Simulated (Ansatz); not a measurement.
# AlN (P6_3mc): zone-centre modes under pressure, part 3 of 3

Wanted: Grüneisen parameters and pressure coefficients of the modes of AlN (P6_3mc).

Ansatz 0.2.0; DFT PBE, scalar-relativistic, plane waves, PAW; PAW set soft_1.

So far, highest optical mode at the zone centre (no LO-TO term) (cm⁻¹): step 4 (modes at rest) 705; step 6 (volume ratio 1.06) 662.

The database entry behind the starting cell differs from later determinations by our own check (inner coordinate u about 0.002 short), so it need not match the best structure at ambient conditions.

**7. A member of the series: 0.9 times the volume at rest**

The cell is set to 0.9 times the volume at rest, and shape and atoms relax at that volume.

File input.yaml:

```yaml
crystal:
  lattice:
    - [3.0283165877, 0.0, 0.0]
    - [-1.5141582938, 2.6225990957, 0.0]
    - [0.0, 0.0, 4.8232180515]
  atoms:
    - { symbol: "N", position: [0.3333333333, 0.6666666667, 0.3817202138] }
    - { symbol: "N", position: [0.6666666667, 0.3333333333, 0.8817202138] }
    - { symbol: Al, position: [0.3333333333, 0.6666666667, -0.0017202138] }
    - { symbol: Al, position: [0.6666666667, 0.3333333333, 0.4982797862] }
kpoints:
  mp_grid: { grid: [9, 9, 6] }
hamiltonian:
  xc: pbe
  pseudopotentials: { kind: paw, azcp: { folder: soft_1 } }
scf:
  occupations: { method: fixed }
output:
  forces: true
  stress: true
  eigenvalues: true
relax:
  adjacent_minimum: "off"
  f_tol: 0.001
  max_steps: 60
  cell: { stress_tol: 0.01, fix: [volume] }
```

Command:

```
$ ansatz run input.yaml --threads 4 --pin off --max-ram 16384MiB --backend cpu --events-out ev --progress --plain --runs-dir out
```

Numbers of over 12 decimals in the logs are rounded to 6 here.

The program printed:

```text
[...]
Crystal: 4 atoms, lattice volume = 38.306 Å³
Basis set: ecut = 420 eV, 725 PW (Γ), exchange–correlation on 48×48×72 points (8 copies of the dense FFT grid, shifted against one another)
Bands: 12, of which v1, the nominal top of the filled ones, is band 8 counted from 1 (7 counted from 0)
Symmetry: 12 space group operations
[...]
k-points: 48 of 486 (time reversal used)
[...]
--- Relaxed structure (6 steps of the walk, 6 accepted, 2 SCFs on fresh bases) ---
[...]
cell:  # Å, volume = 38.3063 Å³
    - [3.030838, -2.8891534736631907e-11, 0]
    - [-1.515419, 2.624782, 0]
    - [0, 0, 4.815197]
  atoms:
    - { symbol: N, position: [0.333333, 0.666667, 0.382098] }
    - { symbol: N, position: [0.666667, 0.333333, 0.882098] }
    - { symbol: Al, position: [0.333333, 0.666667, -0.00209845] }
    - { symbol: Al, position: [0.666667, 0.333333, 0.497902] }
[key lines of the parts left out:]
SCF converged after 7 iterations
Free energy (F): -1848.215377 eV
Fermi energy:    8.169936 eV
P = ⅓ Tr σ = 24.8916 GPa (248.916 kbar)
```

Elapsed: 10 s, on 4 threads of Arm Neoverse N1, shared host; peak memory 0.33 GiB; 37 s of CPU time.

The steps of the relaxation:

```csv
step,energy less that of the first step (eV),largest force component (eV/Å),pressure (GPa),volume (Å³)
1,0.0000,0.0127,24.94,38.31
2,-0.0001,0.0136,24.92,38.31
3,-0.0001,0.0072,24.90,38.31
4,-0.0001,0.0015,24.89,38.31
5,-0.0001,0.0000,24.89,38.31
6*,-0.0001,0.0000,24.89,38.31
7,-0.0001,0.0000,24.89,38.31
8*,-0.0001,0.0000,24.89,38.31
```

Relaxation steps marked * repeat the geometry before them on a plane-wave basis chosen anew for their cell, so energy and pressure can jump there.

The run keeps the 12 symmetry operations that it works with, so distortions that break them were not tested.

```csv
"conventional cell, symmetrised",before,after,change
a (Å),3.028,3.031,+0.1 %
b (Å),3.028,3.031,+0.1 %
c (Å),4.823,4.815,-0.2 %
volume (Å³/atom),9.58,9.58,-0.0 %
```

Final coordinates:

```xyz
4
Lattice="3.0308 0.0000 0.0000 -1.5154 2.6248 0.0000 0.0000 0.0000 4.8152" Properties=species:S:1:pos:R:3 pbc="T T T"
N     0.0000    1.7499    1.8399
N     1.5154    0.8749    4.2475
Al    0.0000    1.7499   -0.0101
Al    1.5154    0.8749    2.3975
```

This step gave:

```yaml
pressure: 24.89 GPa
gap_on_the_k_mesh: 4.914 eV
volume_per_atom: 9.577 Å³
```

The largest force component left is 0.0060 meV/Å, at a pressure of 24.89 GPa.

**8. Zone-centre modes of the member: 0.9 times the volume at rest**

The zone-centre modes follow for 0.9 times the volume at rest, with the response to a field.

input.yaml, the sections that differ from step 7:

```yaml
crystal:
  lattice:
    - [3.0308377237, 0.0, 0.0]
    - [-1.5154188618, 2.6247824635, 0.0]
    - [0.0, 0.0, 4.8151972122]
  atoms:
    - { symbol: "N", position: [0.3333333333, 0.6666666667, 0.3820984518] }
    - { symbol: "N", position: [0.6666666667, 0.3333333333, 0.8820984518] }
    - { symbol: Al, position: [0.3333333333, 0.6666666667, -0.0020984518] }
    - { symbol: Al, position: [0.6666666667, 0.3333333333, 0.4979015482] }
output:
  eigenvalues: true
phonons:
  method: dfpt
  dielectric: true
  rigid_motions: translations
# kpoints, hamiltonian, scf: as in step 7
# relax: removed
```

The program printed:

```text
[...]
Crystal: 4 atoms, lattice volume = 38.306 Å³
Basis set: ecut = 420 eV, 725 PW (Γ), exchange–correlation on 48×48×72 points (8 copies of the dense FFT grid, shifted against one another)
Bands: 12, of which v1, the nominal top of the filled ones, is band 8 counted from 1 (7 counted from 0)
Symmetry: 12 space group operations
k-points: 140 of 486 (irreducible under 2 space group operations, time reversal used)
[...]
optical modes at Γ + LO–TO along q̂ = [1.0000, 0.0000, 0.0000]:
      ω (cm⁻¹)  modes    IR ((D/Å)²/amu)
[...]
optical modes at Γ + LO–TO along q̂ = [0.0000, 1.0000, 0.0000]:
      ω (cm⁻¹)  modes    IR ((D/Å)²/amu)
[...]
optical modes at Γ + LO–TO along q̂ = [0.0000, 0.0000, 1.0000]:
      ω (cm⁻¹)  modes    IR ((D/Å)²/amu)
[...]
753.52      2             0.0000
        755.53      2            63.1249
        793.74      1             0.0000
        953.58      1            36.1561
[key lines of the parts left out:]
SCF converged after 8 iterations
Free energy (F): -1848.215377 eV
Fermi energy:    8.169932 eV
```

Run time: 43 s. Hardware: 4 threads; peak memory 0.55 GiB.

Numbers from this step:

```yaml
sum_rule_residual_before_enforcement: 5.02e-4 eV/Å²
miss_of_the_charge_sum_rule: 7.50e-4 e
estimated_error_of_the_dielectric_tensor: 0.01232
estimated_error_of_the_born_charges: 0.009491 e
highest_optical_mode_at_the_zone_centre_no_lo_to_term: 793.7 cm⁻¹
lowest_optical_zone_centre_mode: 235.8 cm⁻¹
mean_high_frequency_dielectric_constant: 4.369
largest_born_charge_third_of_the_trace: -2.570 e
mean_static_dielectric_constant: 7.866
top_of_the_zone_centre_spectrum_with_the_field: 990.2 cm⁻¹
```

Without the LO-TO term. Patterns of degenerate modes are one choice out of their space. The modes at Γ (shares of kinetic energy by element, %):

```csv
mode,frequency (cm⁻¹),symmetry,N %,Al %
1,0.0,acoustic,34,66
2,0.0,acoustic,34,66
3,0.0,acoustic,34,66
4,235.8,E2,30,70
5,235.8,E2,30,70
6,584.0,B1,2,98
7,681.6,A1,66,34
8,753.5,E2,70,30
9,753.5,E2,70,30
10,755.5,E1,66,34
11,755.5,E1,66,34
12,793.7,B1,98,2
```

Transverse modes. Infrared lines, with heights relative to the strongest:

```csv
position (cm⁻¹),label,relative intensity
236,E2,0.0
584,B1,0.0
682,A1,57
754,E2,0.0
756,E1,100
794,B1,0.0
```

Without the LO-TO term the lowest optical mode is real, 236 cm⁻¹, and the highest lies at 793.7 cm⁻¹.

For the highest optical mode at the zone centre (no LO-TO term), step 4 gave 705 cm⁻¹; this run, with volume ratio 0.9, gives 794 cm⁻¹ (+13 %).

**9. The series together**

The members are set side by side, also those not shown above.

Each row is one cell with its response, relaxed at fixed volume as far as symmetry leaves anything free; energies are extrapolated to zero smearing, and E0 is that at rest; the axis is the Cartesian z axis of the cell; shape and atoms are relaxed in each cell where symmetry leaves them free. State of the crystal along the series:

```csv
volume ratio,V (Å³/atom),pressure (GPa),E - E0 (meV/atom),first cell vector (Å),third cell vector (Å),gap on mesh (eV),ε∞ along the axis,"ε∞ across the axis, mean",ε0 along the axis,"ε0 across the axis, mean","largest Born charge in size, a third of the trace (e)","top mode with the field, highest of q along x, y and z (cm⁻¹)"
0.9,9.577,24.89,75.97,3.031,4.815,4.914,4.527,4.29,8.86,7.369,2.57,990.2
0.92,9.789,18.9,46.96,3.051,4.859,4.732,4.556,4.324,9.021,7.54,2.572,966.8
0.94,10,13.46,25.51,3.071,4.9,4.553,4.588,4.36,9.2,7.717,2.574,944.5
0.96,10.21,8.532,10.96,3.09,4.94,4.378,4.623,4.396,9.394,7.899,2.576,923
0.98,10.43,4.059,2.652,3.11,4.979,4.206,4.659,4.435,9.602,8.088,2.578,902.4
0.99,10.53,1.981,0.6452,3.12,4.998,4.122,4.678,4.455,9.711,8.184,2.579,892.3
1,10.64,0.001304,0,3.13,5.017,4.038,4.702,4.475,9.831,8.282,2.581,882.4
1.02,10.85,-3.678,2.466,3.149,5.054,3.875,4.739,4.517,10.06,8.483,2.582,863.2
1.04,11.07,-7.013,9.614,3.169,5.091,3.715,4.782,4.561,10.31,8.692,2.584,844.6
1.06,11.28,-10.04,20.96,3.188,5.126,3.56,4.828,4.606,10.57,8.908,2.587,826.7
```

Without the LO-TO term; each mode is tracked from rest by its pattern, and modes that stay within 0.3 cm⁻¹ of each other stand once; shape and atoms are relaxed in each cell where symmetry leaves them free. Optical modes along the series:

```csv
V (Å³/atom),mode 4 E2 (cm⁻¹),mode 6 B1 (cm⁻¹),mode 7 A1 (cm⁻¹),mode 8 E2 (cm⁻¹),mode 10 E1 (cm⁻¹),mode 12 B1 (cm⁻¹)
9.577,235.8,584,681.6,753.5,755.5,793.7
9.789,236,575.1,663.8,727.9,732.2,774.4
10,236.2,565.8,646,703.4,709.9,755.8
10.21,236.4,556.1,628.4,680,688.6,738.1
10.43,236.5,546.1,611.1,657.5,668.2,721.2
10.53,236.6,541,602.6,646.6,658.3,713.2
10.64,236.6,535.8,594.2,635.9,648.6,705.3
10.85,236.6,525.2,577.6,615.1,629.8,690.2
11.07,236.5,514.4,561.5,595.1,611.8,675.9
11.28,236.3,503.4,545.8,575.9,594.5,662.4
```

From cubic fits (parabolas where under five rows exist) of ln ω and P against ln V through the rows within about 4 % of rest: γ = −d ln ω / d ln V and dω/dP = γ ω / B. Slopes at rest:

```csv
mode,fitted frequency at rest (cm⁻¹),Grüneisen parameter γ,dω/dP (cm⁻¹/GPa)
mode 4 E2,236.6,-0.01,-0.01
mode 6 B1,535.7,0.98,2.7
mode 7 A1,594.2,1.41,4.33
mode 8 E2,635.9,1.67,5.48
mode 10 E1,648.6,1.48,4.96
mode 12 B1,705.2,1.1,4.02
```

**10. Results**

| Property | Result |
| --- | --- |
| members | 10 |
| highest optical mode at the zone centre (no LO-TO term), at rest | 705.3 cm⁻¹ |
| bulk modulus at rest | 193 GPa |
| mode 7 A1, γ | 1.41 |
| mode 8 E2, γ | 1.67 |
| mode 10 E1, γ | 1.48 |
| mode 12 B1, γ | 1.10 |

What this shows: The series spans -10.0 to 24.9 GPa, and the slope at rest gives a bulk modulus of 193 GPa. Among the modes in the table of slopes γ runs from -0.01 (mode 4 E2) to 1.67 (mode 8 E2). ε∞ along z is 4.70 at rest, with d ln ε∞ / d ln V = 0.43. One k mesh and one cutoff serve the ground states and modes of all volumes; the field response picks its own mesh. These are harmonic frequencies at zero temperature: anharmonic shifts, linewidths and thermal expansion are left out. Only the zone centre was solved, so an instability at another wavevector cannot show here.

[Logs are printed without paths, hosts, clocks, repeated set-up lines and the standing remarks that a program may print on its own settings, such as how far it seeks lower states.]

[Hosts, paths, dates, database ids (printed as entryN), source tags and the programs' standing remarks are cut or masked in the printed files.]
